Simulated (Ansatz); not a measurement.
# Mo2N(OH)2 MXene monolayer in a perpendicular field, part 4 of 4

What dipole does a perpendicular field induce in the Mo2N(OH)2 MXene monolayer? A positive field points along +c.

Ansatz 0.2.0; plane-wave DFT, PBEsol-D3(BJ), Ansatz PAW (set soft_1); PAW set soft_1 (the session's first sound run).

So far, work function, upper face (eV): step 3 (single point, field 0, PBEsol D3(BJ)) 2.52; step 13 (PBE spin-orbit, k-mesh 12×12×1, other threshold) 2.55.

## 15. The same run with other settings: basis.ecutwfc = "29.4 Ry"

This step: plane-wave DFT, PBEsol-D3(BJ), Ansatz PAW (set soft_1) (Ansatz 0.2.0).

A run with a changed input: it repeats the earlier run at 0.03 V/Å with basis.ecutwfc to 29.4 Ry.

input.yaml

```yaml
crystal:
  lattice:
    - [2.7759165891, 0.0, 0.0]
    - [-1.3879582946, 2.404014285, 0.0]
    - [0.0, 0.0, 25.6745924328]
  atoms:
    - { symbol: H, position: [0.3333333333, 0.6666666667, 0.3505411049] }
    - { symbol: O, position: [0.3333333333, 0.6666666667, 0.3888334296] }
    - { symbol: Mo, position: [0.6666666667, 0.3333333333, 0.4439513979] }
    - { symbol: "N", position: [0.0, 0.0, 0.5] }
    - { symbol: Mo, position: [0.3333333333, 0.6666666667, 0.5560486021] }
    - { symbol: O, position: [0.6666666667, 0.3333333333, 0.6111665704] }
    - { symbol: H, position: [0.6666666667, 0.3333333333, 0.6494588951] }
kpoints:
  mp_grid: { grid: [18, 18, 1] }
  band_path:
    path: [[0, 0, 0], [0.5, 0, 0], [0.33333333, 0.33333333, 0], [0, 0, 0]]
    npoints: 16
hamiltonian:
  xc: pbesol
  dispersion: d3bj
  pseudopotentials: { kind: paw, azcp: { folder: soft_1 }, xc_functional: pbe }
scf:
  occupations: { method: fermi_dirac, width: 0.02585 }
  convergence: { dr2_threshold: 1.0e-10 }
efield:
  axis: 3
  dipole_correction: true
  ramp_position: 0.97
  ramp_width: 0.06
  amplitude: 0.03
output:
  write_potential: true
  write_density: true
  volumetric_format: npy
basis:
  ecutwfc: "29.4 Ry"
```

The run is started by

```bash
ansatz run input.yaml --threads 4 --pin off --max-ram 6144MiB --backend cpu --events-out ev --progress --plain --runs-dir out
```

Numbers of over 12 decimals in the logs are rounded to 6 here.

The program printed:

```text
Warning: basis.ecutwfc = 400.007378 eV is below the records' recommended 420 eV, and the density's cutoff is lower with it unless basis.ecutrho_ratio is high enough to keep the records' density cutoff: compare with a run at a higher cutoff
[...]
Crystal: 7 atoms, lattice volume = 171.335 Å³
Basis set: ecut = 400.007378 eV, 3137 PW (Γ)
Bands: 31, of which v1, the nominal top of the filled ones, is band 24 counted from 1 (23 counted from 0)
Symmetry: 6 space group operations
k-points: 37 of 324 (time reversal used)
[...]
SCF iter   1: F=—  HF=-11334.731761 eV  |F-HF|=—  |Δ(HF+E_count)|=         —  Δρ=1.11e-1  dr2=2.66e1  ethr=3.10e-3  p=0.010 e·Å  D=1.02e-2 V/Å  ΔV_dip=-0.26 eV  dr2_dipole=3.07e-5  V_vac-E_F(+/−)=5.63/5.19 eV  ⟨swp⟩=9.4  Hψ=6165  notcnv=0
[...]
SCF iter  24: F=-11327.687506 eV  HF=-11327.687506 eV  |F-HF|=2.73e-11  |Δ(HF+E_count)|=  1.31e-10  Δρ=7.15e-8  dr2=1.69e-11  ethr=1.00e-12  p=0.015 e·Å  D=1.54e-2 V/Å  ΔV_dip=-0.40 eV  dr2_dipole=4.81e-12  V_vac-E_F(+/−)=2.66/2.36 eV  ⟨swp⟩=9.8  Hψ=4858  notcnv=0
SCF 1 converged in 24 iterations: F = -11327.687506 eV  dr2 = 1.69e-11
[...]
SCF converged after 24 iterations
Free energy (F): -11327.687506 eV
[...]
Internal energy: -11327.681945 eV  (E = F + TS)
E sigma→0 (E₀):  -11327.684726 eV
Entropy (-TS):   -0.005561 eV (-0.794 meV/atom)
Fermi energy:    3.837756 eV
Dipole field:    D = 0.015391 V/Å  (p = 0.014573 e·Å, saw-weighted, corrected)
Work function:   not extracted (applied field tilts the vacuum); planar V_es + V_field profile in the machine report
[...]
--- Band table (eV; the first three rows and the last of 37) ---
  k-point 0: bands = [... 20 lower, 0.4700, 2.3978, 2.5013, 2.5013, 3.5703, 3.5703, 3.6535, 3.6895, ... 3 higher]
  k-point 1: bands = [... 20 lower, 0.3916, 2.2382, 2.5750, 2.5818, 3.5009, 3.6372, 3.7177, 3.7548, ... 3 higher]
  k-point 2: bands = [... 20 lower, 0.2057, 1.9046, 2.6962, 2.7920, 3.3172, 3.8250, 3.8752, 4.0050, ... 3 higher]
  k-point 36: bands = [... 20 lower, 2.7864, 3.3551, 3.3559, 3.6859, 5.0034, 5.0040, 6.6966, 6.6983, ... 3 higher]
```

Elapsed: 13 s, on 4 threads of Arm Neoverse V2, shared host; peak memory 0.51 GiB; 48 s of CPU time.

This step gave:

```yaml
energy_at_zero_smearing: -11327.6847 eV
dipole_along_the_normal: 0.01457 e·Å
```

The electronic bands at the labelled points (eV, zero at the Fermi level):

```csv
point,band 21,band 22,band 23,band 24,band 25,band 26,band 27,band 28
Γ,-3.37,-1.44,-1.34,-1.34,-0.27,-0.27,-0.18,-0.15
halfway,-3.75,-2.22,-0.76,-0.42,0.13,0.89,1.01,1.24
M,-4.03,-2.77,1.56,1.72,2.44,2.69,2.97,3.12
halfway,-2.89,-1.91,0.97,1.12,1.54,1.66,2.71,2.79
K,-1.05,-0.48,-0.48,-0.15,1.17,1.17,2.86,2.86
halfway,-2.43,-2.35,-1.42,-0.89,0.72,1.16,1.46,1.87
Γ,-3.37,-1.44,-1.34,-1.34,-0.27,-0.27,-0.18,-0.15
```

```csv
quantity,this run,earlier run,difference
dipole along the normal (e·Å),0.01457,0.01458,-3.4e-6
```

The dipole moves by under 0.5 % or 5e-5 e·Å. The run took 24 SCF cycles against 23.

Of the bands kept, 6 cross the Fermi level on this path.

## 16. A changed input

Another changed input: it repeats the earlier run at 0.03 V/Å with basis.ecutrho_ratio to 9 and scf.mixing.preconditioner to kerker_dos.

input.yaml: that of step 15 with these lines changed.

```diff
@@ -25,2 +25,3 @@
   convergence: { dr2_threshold: 1.0e-10 }
+  mixing: { preconditioner: kerker_dos }
 efield:
@@ -36,2 +37,2 @@
 basis:
-  ecutwfc: "29.4 Ry"
+  ecutrho_ratio: 9
```

The program printed:

```text
[...]
Crystal: 7 atoms, lattice volume = 171.335 Å³
Basis set: ecut = 420 eV, 3361 PW (Γ)
Bands: 31, of which v1, the nominal top of the filled ones, is band 24 counted from 1 (23 counted from 0)
Symmetry: 6 space group operations
k-points: 37 of 324 (time reversal used)
[...]
SCF iter   1: F=—  HF=-11334.752620 eV  |F-HF|=—  |Δ(HF+E_count)|=         —  Δρ=1.11e-1  dr2=2.66e1  ethr=3.10e-3  p=0.010 e·Å  D=1.02e-2 V/Å  ΔV_dip=-0.26 eV  dr2_dipole=3.10e-5  V_vac-E_F(+/−)=5.63/5.19 eV  ⟨swp⟩=9.3  Hψ=6163  notcnv=0
[...]
SCF iter  57: F=-11327.704582 eV  HF=-11327.704582 eV  |F-HF|=3.21e-9  |Δ(HF+E_count)|=   3.98e-9  Δρ=8.46e-8  dr2=6.67e-11  ethr=1.00e-12  p=0.015 e·Å  D=1.54e-2 V/Å  ΔV_dip=-0.40 eV  dr2_dipole=9.41e-14  V_vac-E_F(+/−)=2.67/2.36 eV  ⟨swp⟩=1.5  Hψ=2618  notcnv=0
SCF 1 converged in 57 iterations: F = -11327.704582 eV  dr2 = 6.67e-11
[...]
SCF converged after 57 iterations
Stability not checked: this state was not tested for a lower state beside it, because the mixer in use, unlike msr1, does not test its closes by its own steps (another_mixer; see scf.mixing.algorithm and scf.lower_state_search)
an eigenvalue changed by more than its tolerance at an iteration that met the thresholds in force, so the SCF went on 1 time: the last check found none over its tolerance
Free energy (F): -11327.704582 eV
[...]
Internal energy: -11327.699021 eV  (E = F + TS)
E sigma→0 (E₀):  -11327.701802 eV
Entropy (-TS):   -0.005561 eV (-0.794 meV/atom)
Fermi energy:    3.837897 eV
Dipole field:    D = 0.015399 V/Å  (p = 0.014581 e·Å, saw-weighted, corrected)
Work function:   not extracted (applied field tilts the vacuum); planar V_es + V_field profile in the machine report
[...]
--- Band table (eV; the first three rows and the last of 37) ---
  k-point 0: bands = [... 20 lower, 0.4703, 2.3979, 2.5013, 2.5013, 3.5703, 3.5703, 3.6537, 3.6897, ... 3 higher]
  k-point 1: bands = [... 20 lower, 0.3919, 2.2384, 2.5751, 2.5819, 3.5010, 3.6373, 3.7179, 3.7550, ... 3 higher]
  k-point 2: bands = [... 20 lower, 0.2058, 1.9048, 2.6963, 2.7921, 3.3173, 3.8251, 3.8754, 4.0052, ... 3 higher]
  k-point 36: bands = [... 20 lower, 2.7865, 3.3552, 3.3561, 3.6861, 5.0036, 5.0042, 6.6969, 6.6986, ... 3 higher]
```

Wall time 19 s (4 threads); peak memory 0.65 GiB; 73 s of CPU time.

Numbers from this step:

| Property | Result |
| --- | --- |
| energy at zero smearing | -11327.7018 eV |
| dipole along the normal | 0.01458 e·Å |

Electronic bands along the path, in eV, zero at the Fermi level:

```csv
point,band 21,band 22,band 23,band 24,band 25,band 26,band 27,band 28
Γ,-3.37,-1.44,-1.34,-1.34,-0.27,-0.27,-0.18,-0.15
halfway,-3.75,-2.22,-0.76,-0.42,0.13,0.89,1.01,1.24
M,-4.03,-2.77,1.56,1.72,2.44,2.69,2.97,3.12
halfway,-2.89,-1.91,0.97,1.12,1.54,1.66,2.71,2.79
K,-1.05,-0.48,-0.48,-0.15,1.17,1.17,2.86,2.86
halfway,-2.43,-2.35,-1.42,-0.89,0.72,1.16,1.46,1.87
Γ,-3.37,-1.44,-1.34,-1.34,-0.27,-0.27,-0.18,-0.15
```

```csv
quantity,this run,earlier run,difference
dipole along the normal (e·Å),0.01458,0.01458,4.2e-6
```

The dipole moves by under 0.5 % or 5e-5 e·Å. The run took 57 SCF cycles against 23.

Of the bands kept, 6 cross the Fermi level on this path.

## 17. Summary of results

* gap without field: none
* work function, upper face: 2.52 eV
* equivalent conductor thickness, atoms held: 13.2 Å
* equivalent conductor thickness, atoms relaxed: 13.6 Å

**Reading.** The induced dipole equals that of a perfect conductor 13.17 Å thick, while the outer atoms lie 7.67 Å apart. Letting the atoms follow the field adds 0.47 Å to the equivalent conductor thickness: the ionic part of the response. There is no gap over 0.03 eV, with or without the field. The main runs have no spin polarisation; a magnetic state could lie lower and would change these results. The field series itself is without spin-orbit coupling. In 8 runs of the series (0.15 V/Å, 0.25 V/Å, -0.25 V/Å, response, 0.1 V/Å, -0.1 V/Å, response-relaxed and 0.3 V/Å) the program warns that electrons reach the sawtooth's ramp, which makes dipole and work function less sure. The MXene's terminations sit over the metal atoms of its far layer; the site over carbon or nitrogen, which some compounds prefer, was not run. With this functional, D3(BJ) tends to leave the relaxed cell short of measured lattice constants, by some per cent.

[Logs are printed without paths, hosts, clocks, repeated set-up lines and the standing remarks that a program may print on its own settings, such as how far it seeks lower states.]

[Hosts, paths, dates, database ids (printed as entryN), source tags and the programs' standing remarks are cut or masked in the printed files.]

[Maps of the electrostatic potential energy from Ansatz leave out the sawtooth potential of an applied field or a dipole correction, so their vacuum need not be flat; planar profiles and work functions include it.]
